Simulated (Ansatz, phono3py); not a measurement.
# NaI (Fm-3m): solver, mesh and scattering choices in phono3py, part 4 of 5

Aim: with force constants in hand, see how mesh, solver, isotopes and boundaries change the conductivity of NaI.

Measurements to reproduce:
- thermal conductivity 1.8 W/m/K near room temperature (given in “Combining the AFLOW GIBBS and Elastic Libraries to efficiently and robustly screen thermo-mechanical properties of solids”, 2017, arXiv:1611.05714)
- thermal conductivity 1.8 W/m/K near room temperature (given in “Predicting the lattice thermal conductivity of solids by solving the Boltzmann transport equation: AFLOW - AAPL an automated, accurate and efficient framework”, 2017, arXiv:1611.05481)

phono3py 4.10.0; DFT LDA, scalar-relativistic, plane waves, PAW; phono3py on Ansatz's force constants.

So far, κ at 300 K (W/m/K): step 2 (relaxation-time solution) 4.04; step 16 (solver LBTE) 4.32; step 17 (solver RTA with coherences (SMM19)) 4.09; step 18 (delta function Gaussian, sigma 0.05 THz) 3.83; step 19 (delta function Gaussian, sigma 0.2 THz) 3.31.

## Step 20: Two-phonon phase space, third order supercell 3×3×3, supercell 6×6×6

The two-phonon density of states counts the channels open to a mode, without matrix elements.

File phono3py.yaml:

```yaml
phono3py:
  version: "4.10.0"
  frequency_unit_conversion_factor: 15.633302
  symmetry_tolerance: 1.00000e-05

physical_unit:
  atomic_mass: "AMU"
  length: "angstrom"

space_group:
  type: "Fm-3m"
  number: 225
  Hall_symbol: "-F 4 2 3"

primitive_matrix:
- [  1.000000000000000,  0.000000000000000,  0.000000000000000 ]
- [  0.000000000000000,  1.000000000000000,  0.000000000000000 ]
- [  0.000000000000000,  0.000000000000000,  1.000000000000000 ]

supercell_matrix:
- [   3,   0,   0 ]
- [   0,   3,   0 ]
- [   0,   0,   3 ]

# [primitive_cell block left out]
unit_cell:
  lattice:
  - [     0.000000000000000,     3.130543232700000,     3.130543232700000 ] # a
  - [     3.130543232700000,     0.000000000000000,     3.130543232700000 ] # b
  - [     3.130543232700000,     3.130543232700000,     0.000000000000000 ] # c
  points:
  - symbol: Na # 1
    coordinates: [  0.000000000000000,  0.000000000000000,  0.000000000000000 ]
    mass: 22.989769
    reduced_to: 1
  - symbol: I # 2
    coordinates: [  0.500000000000000,  0.500000000000000,  0.500000000000000 ]
    mass: 126.904470
    reduced_to: 2

# [supercell block left out]
phonon_supercell_matrix:
- [   6,   0,   0 ]
- [   0,   6,   0 ]
- [   0,   0,   6 ]

# [phonon_primitive_cell block left out]
# [phonon_supercell block left out]
nac:
  born_effective_charge:
  - # 1 (Na)
    - [  1.165172882023849,  0.000000000000000,  0.000000000000000 ]
    - [  0.000000000000000,  1.165172882023849,  0.000000000000000 ]
    - [  0.000000000000000,  0.000000000000000,  1.165172882023849 ]
  - # 2 (I)
    - [ -1.165172882023849,  0.000000000000000,  0.000000000000000 ]
    - [  0.000000000000000, -1.165172882023849,  0.000000000000000 ]
    - [  0.000000000000000,  0.000000000000000, -1.165172882023849 ]
  dielectric_constant:
    - [  3.615323588478362,  0.000000000000000,  0.000000000000000 ]
    - [  0.000000000000000,  3.615323588478362,  0.000000000000000 ]
    - [  0.000000000000000,  0.000000000000000,  3.615323588478362 ]
  unit_conversion_factor: 14.399645
```

Started as:

```sh
$ phono3py phono3py.yaml --mesh 19 19 19 --jdos --gp 0 --num-freq-points 80
```

The log of the run:

```text
[banner, memory and clock lines left out]
Rust backend (phonors) using rayon (16 threads).
Running in phono3py.load mode.
Spglib version 2.8.0
----------------------------- General settings -----------------------------
Run mode: jdos
HDF5 data compression filter: gzip
Crystal structure was read from "phono3py.yaml".
Supercell (dim): [3 3 3]
Phonon supercell (dim-fc2): [6 6 6]
Primitive matrix:
  [1. 0. 0.]
  [0. 1. 0.]
  [0. 0. 1.]
Spacegroup: Fm-3m (225)
Use -v option to watch primitive cell, unit cell, and supercell structures.
NAC parameters were read from "phono3py.yaml".
fc3 was read from "fc3.hdf5".
fc2 was read from "fc2.hdf5".
----------------------------- Force constants ------------------------------
Max drift of fc3: 0.00000000 (zzz) 0.00000000 (zzz) 0.00000000 (zzz)
Max drift of fc2: -0.00000000 (xx) -0.00000000 (xx)
--------------------------- Calculation settings ---------------------------
Non-analytical term correction (NAC): True
NAC unit conversion factor:  14.39964
BZ integration: Tetrahedron-method
Cutoff frequency: 0.01
Number of frequency sampling points: 80
Mesh sampling: [ 19 19 19 ]
Generating grid system ... [ 19 19 19 ]
  PRB 50, 13035(R) (1994), PRB 55, 10355 (1997)
  G-cutoff distance: 1.05, Number of G-points: 307, Lambda: 0.21
--------------------------------- Joint DOS ---------------------------------
Running harmonic phonon calculations...
======================= Grid point 0 (1/1) =======================
q-point: ( 0.00  0.00  0.00)
Number of triplets: 220
Frequency
   0.000
   0.000
   0.000
   3.917
   3.917
   3.917
Tetrahedron method is used.
Calculations at 80 frequency points are divided into 8 batches.
1/8: [ 1  2  3  4  5  6  7  8  9 10]
2/8: [11 12 13 14 15 16 17 18 19 20]
3/8: [21 22 23 24 25 26 27 28 29 30]
4/8: [31 32 33 34 35 36 37 38 39 40]
5/8: [41 42 43 44 45 46 47 48 49 50]
6/8: [51 52 53 54 55 56 57 58 59 60]
7/8: [61 62 63 64 65 66 67 68 69 70]
8/8: [71 72 73 74 75 76 77 78 79 80]
JDOS is written into "jdos-m191919-g0.dat".
```

Elapsed: 2.6 s, on 16 threads of Intel Xeon 6975P-C (Granite Rapids), shared host; peak memory 0.21 GiB.

Joint density of states at Gamma against frequency; read off at these points:

| frequency (THz) | absorption class (1/THz) | decay class (1/THz) |
| --- | --- | --- |
| 0.00 | 0 | 0 |
| 0.14 | 18.5 | 0.00142 |
| 0.28 | 14.1 | 0.00566 |
| 0.55 | 13.5 | 0.0413 |
| 0.83 | 5.80 | 0.0859 |
| 1.24 | 2.88 | 0.226 |
| 1.52 | 4.81 | 0.366 |
| 1.79 | 6.23 | 0.590 |
| 2.07 | 10.1 | 0.969 |
| 2.34 | 15.5 | 1.77 |
| 2.62 | 11.9 | 2.19 |
| 2.89 | 10.9 | 3.37 |
| 3.17 | 4.83 | 7.54 |
| 3.58 | 2.55 | 5.17 |
| 3.86 | 1.40 | 4.19 |
| 4.14 | 0.842 | 0.995 |
| 4.41 | 0.497 | 1.55 |
| 4.69 | 0.270 | 1.58 |
| 4.96 | 0.110 | 3.41 |
| 5.24 | 0 | 8.20 |
| 5.65 | 0 | 12.6 |
| 5.93 | 0 | 11.2 |
| 6.20 | 0 | 9.25 |
| 6.48 | 0 | 3.93 |
| 6.75 | 0 | 3.33 |
| 7.03 | 0 | 2.40 |
| 7.31 | 0 | 0.787 |
| 7.72 | 0 | 5.52 |
| 7.99 | 0 | 5.86 |
| 8.27 | 0 | 5.70 |
| 8.55 | 0 | 4.93 |
| 8.82 | 0 | 4.01 |
| 9.10 | 0 | 3.48 |
| 9.37 | 0 | 0.414 |
| 9.65 | 0 | 0.386 |
| 10.06 | 0 | 0.360 |
| 10.34 | 0 | 0.348 |
| 10.61 | 0 | 0.342 |
| 10.89 | 0 | 0 |

The most distinct maxima of the joint density of states at Gamma (absorption class) lie at 0.14 and 2.34 THz, the highest at 0.14 THz.

## Step 21: Without the dipole term, third order supercell 3×3×3, supercell 6×6×6

Dropping the dipole term tests how much its part of the interpolation matters for κ.

phono3py.yaml is that of step 20.

Started as:

```sh
$ phono3py phono3py.yaml --mesh 17 17 17 --br --isotope --nonac --ts 100 300
```

The log of the run:

```text
Rust backend (phonors) using rayon (16 threads).
Running in phono3py.load mode.
Spglib version 2.8.0
----------------------------- General settings -----------------------------
Run mode: conductivity-RTA
HDF5 data compression filter: gzip
Crystal structure was read from "phono3py.yaml".
Supercell (dim): [3 3 3]
Phonon supercell (dim-fc2): [6 6 6]
Primitive matrix:
  [1. 0. 0.]
  [0. 1. 0.]
  [0. 0. 1.]
Spacegroup: Fm-3m (225)
Use -v option to watch primitive cell, unit cell, and supercell structures.
fc3 was read from "fc3.hdf5".
fc2 was read from "fc2.hdf5".
----------------------------- Force constants ------------------------------
Max drift of fc3: 0.00000000 (zzz) 0.00000000 (zzz) 0.00000000 (zzz)
Max drift of fc2: -0.00000000 (xx) -0.00000000 (xx)
--------------------------- Calculation settings ---------------------------
BZ integration: Tetrahedron-method
Temperature:  100.0  300.0
Cutoff frequency: 0.01
Mesh sampling: [ 17 17 17 ]
Generating grid system ... [ 17 17 17 ]
fc3-r2q-transformation over three atoms: True
--------------------------- Phonon calculations ----------------------------
Running harmonic phonon calculations...
-------------------- Lattice thermal conductivity (RTA) --------------------
Running heat capacity calculations...
Running velocity calculations...
Running isotope scattering calculations with tetrahedron method...
======================= Grid point 0 (1/165) =======================
q-point: ( 0.00  0.00  0.00)
Boundary mean free path (millimeter): 1000.000
Mass variance parameters: 0.00e+00 0.00e+00
Number of triplets: 165
Frequency     group velocity (x, y, z)     |gv|
   0.000   (   0.000    0.000    0.000)    0.000
   0.000   (   0.000    0.000    0.000)    0.000
   0.000   (   0.000    0.000    0.000)    0.000
   3.917   (   0.000    0.000    0.000)    0.000
   3.917   (   0.000    0.000    0.000)    0.000
   3.917   (   0.000    0.000    0.000)    0.000
======================= Grid point 1 (2/165) =======================
q-point: ( 0.06  0.00  0.00)
Boundary mean free path (millimeter): 1000.000
Mass variance parameters: 0.00e+00 0.00e+00
Number of triplets: 489
Frequency     group velocity (x, y, z)     |gv|
   0.307   ( -10.729   10.729   10.729)   18.583
   0.307   ( -10.729   10.729   10.729)   18.583
   0.446   ( -15.596   15.596   15.596)   27.014
   3.915   (   0.173   -0.173   -0.173)    0.299
   3.915   (   0.173   -0.173   -0.173)    0.299
   4.273   ( -22.414   22.414   22.414)   38.823
[162 grid points left out]
======================= Grid point 1322 (165/165) =======================
q-point: ( 0.71  0.47  0.24)
Boundary mean free path (millimeter): 1000.000
Mass variance parameters: 0.00e+00 0.00e+00
Number of triplets: 1305
Frequency     group velocity (x, y, z)     |gv|
   1.464   (   0.000    5.637    0.433)    5.654
   1.545   (  -0.000   -5.612   -5.296)    7.717
   2.001   (   0.000    2.798   -0.392)    2.825
   4.086   (   0.000   -0.507    5.964)    5.986
   4.147   (  -0.000    2.056    0.423)    2.099
   4.212   (   0.000   -0.938   -6.450)    6.518
=================== End of collection of collisions ===================
----------- Thermal conductivity (W/m-k) with tetrahedron method -----------
#  T(K)        xx         yy         zz         yz         xz         xy
  100.0      14.168     14.168     14.168     -0.000     -0.000      0.000
  300.0       4.122      4.122      4.122     -0.000     -0.000      0.000

Thermal conductivity related properties were written into
"kappa-m171717.hdf5".
Summary of calculation was written in "phono3py.yaml".
```

Wall time 9.2 s (16 threads); peak memory 0.21 GiB; 91 s of CPU time.

This step gave:

* κ at 300 K: 4.122 W/m/K
* κ xx, yy, zz at 300 K: 4.122, 4.122, 4.122 W/m/K

W/m/K. Kappa, by row:

| T (K) | xx | yy | zz | yz | xz | xy |
| --- | --- | --- | --- | --- | --- | --- |
| 100 | 14.17 | 14.17 | 14.17 | 0 | 0 | 0 |
| 300 | 4.122 | 4.122 | 4.122 | 0 | 0 | 0 |

κ at 300 K goes from 4.04 to 4.12 W/(m K). Only the interpolation between the solved wavevectors changes, and the fewer these are, the more it matters.

## Step 22: A changed mass, third order supercell 3×3×3, supercell 6×6×6

Changing one mass at fixed force constants separates the effect of mass from that of bonding.

phono3py.yaml is that of step 21.

Started as:

```sh
$ phono3py phono3py.yaml --mesh 17 17 17 --br --mass 28.737 126.904 --ts 100 300
```

The log of the run:

```text
[banner, memory and clock lines left out]
Rust backend (phonors) using rayon (16 threads).
Running in phono3py.load mode.
Spglib version 2.8.0
----------------------------- General settings -----------------------------
Run mode: conductivity-RTA
HDF5 data compression filter: gzip
Crystal structure was read from "phono3py.yaml".
Supercell (dim): [3 3 3]
Phonon supercell (dim-fc2): [6 6 6]
Primitive matrix:
  [1. 0. 0.]
  [0. 1. 0.]
  [0. 0. 1.]
Spacegroup: Fm-3m (225)
Use -v option to watch primitive cell, unit cell, and supercell structures.
NAC parameters were read from "phono3py.yaml".
fc3 was read from "fc3.hdf5".
fc2 was read from "fc2.hdf5".
----------------------------- Force constants ------------------------------
Max drift of fc3: 0.00000000 (zzz) 0.00000000 (zzz) 0.00000000 (zzz)
Max drift of fc2: -0.00000000 (xx) -0.00000000 (xx)
--------------------------- Calculation settings ---------------------------
Non-analytical term correction (NAC): True
NAC unit conversion factor:  14.39964
BZ integration: Tetrahedron-method
Temperature:  100.0  300.0
Cutoff frequency: 0.01
Mesh sampling: [ 17 17 17 ]
Generating grid system ... [ 17 17 17 ]
fc3-r2q-transformation over three atoms: True
--------------------------- Phonon calculations ----------------------------
  PRB 50, 13035(R) (1994), PRB 55, 10355 (1997)
  G-cutoff distance: 1.05, Number of G-points: 307, Lambda: 0.21
Running harmonic phonon calculations...
-------------------- Lattice thermal conductivity (RTA) --------------------
Running heat capacity calculations...
Running velocity calculations...
======================= Grid point 0 (1/165) =======================
q-point: ( 0.00  0.00  0.00)
Boundary mean free path (millimeter): 1000.000
Number of triplets: 165
Frequency     group velocity (x, y, z)     |gv|
   0.000   (   0.000    0.000    0.000)    0.000
   0.000   (   0.000    0.000    0.000)    0.000
   0.000   (   0.000    0.000    0.000)    0.000
   3.570   (   0.000    0.000    0.000)    0.000
   3.570   (   0.000    0.000    0.000)    0.000
   3.570   (   0.000    0.000    0.000)    0.000
======================= Grid point 1 (2/165) =======================
q-point: ( 0.06  0.00  0.00)
Boundary mean free path (millimeter): 1000.000
Number of triplets: 489
Frequency     group velocity (x, y, z)     |gv|
   0.299   ( -10.495   10.495   10.495)   18.177
   0.299   ( -10.495   10.495   10.495)   18.177
   0.439   ( -15.399   15.399   15.399)   26.672
   3.562   (   0.489   -0.489   -0.489)    0.848
   3.562   (   0.489   -0.489   -0.489)    0.848
   4.925   (   0.241   -0.241   -0.241)    0.417
[162 grid points left out]
======================= Grid point 1322 (165/165) =======================
q-point: ( 0.71  0.47  0.24)
Boundary mean free path (millimeter): 1000.000
Number of triplets: 1305
Frequency     group velocity (x, y, z)     |gv|
   1.456   (  -0.000    5.447    0.448)    5.465
   1.528   (   0.000   -4.809   -4.565)    6.631
   1.996   (  -0.000    3.037   -0.383)    3.061
   3.664   (   0.000   -0.655    3.400)    3.462
   3.788   (  -0.000    1.785    0.245)    1.802
   3.823   (   0.000   -1.112   -3.421)    3.597
=================== End of collection of collisions ===================
----------- Thermal conductivity (W/m-k) with tetrahedron method -----------
#  T(K)        xx         yy         zz         yz         xz         xy
  100.0      10.717     10.717     10.717     -0.000     -0.000      0.000
  300.0       3.251      3.251      3.251     -0.000     -0.000      0.000

Thermal conductivity related properties were written into
"kappa-m171717.hdf5".
Summary of calculation was written in "phono3py.yaml".
```

Wall time 7.5 s (16 threads); peak memory 0.21 GiB; 69 s of CPU time.

This step gave:

* κ at 300 K: 3.251 W/m/K
* κ xx, yy, zz at 300 K: 3.251, 3.251, 3.251 W/m/K

W/m/K. Kappa, by row:

| T (K) | xx | yy | zz | yz | xz | xy |
| --- | --- | --- | --- | --- | --- | --- |
| 100 | 10.72 | 10.72 | 10.72 | 0 | 0 | 0 |
| 300 | 3.251 | 3.251 | 3.251 | 0 | 0 | 0 |

Without isotope scattering in either run, κ at 300 K goes from 4.04 to 3.25 W/(m K).

(Continued in part 5 of 5.)

[Logs are printed without paths, hosts, clocks, repeated set-up lines and the standing remarks that a program may print on its own settings, such as how far it seeks lower states.]

[Hosts, paths, dates, database ids (printed as entryN), source tags and the programs' standing remarks are cut or masked in the printed files.]

[A step with changed settings may run another functional than the one named; its input shows which.]
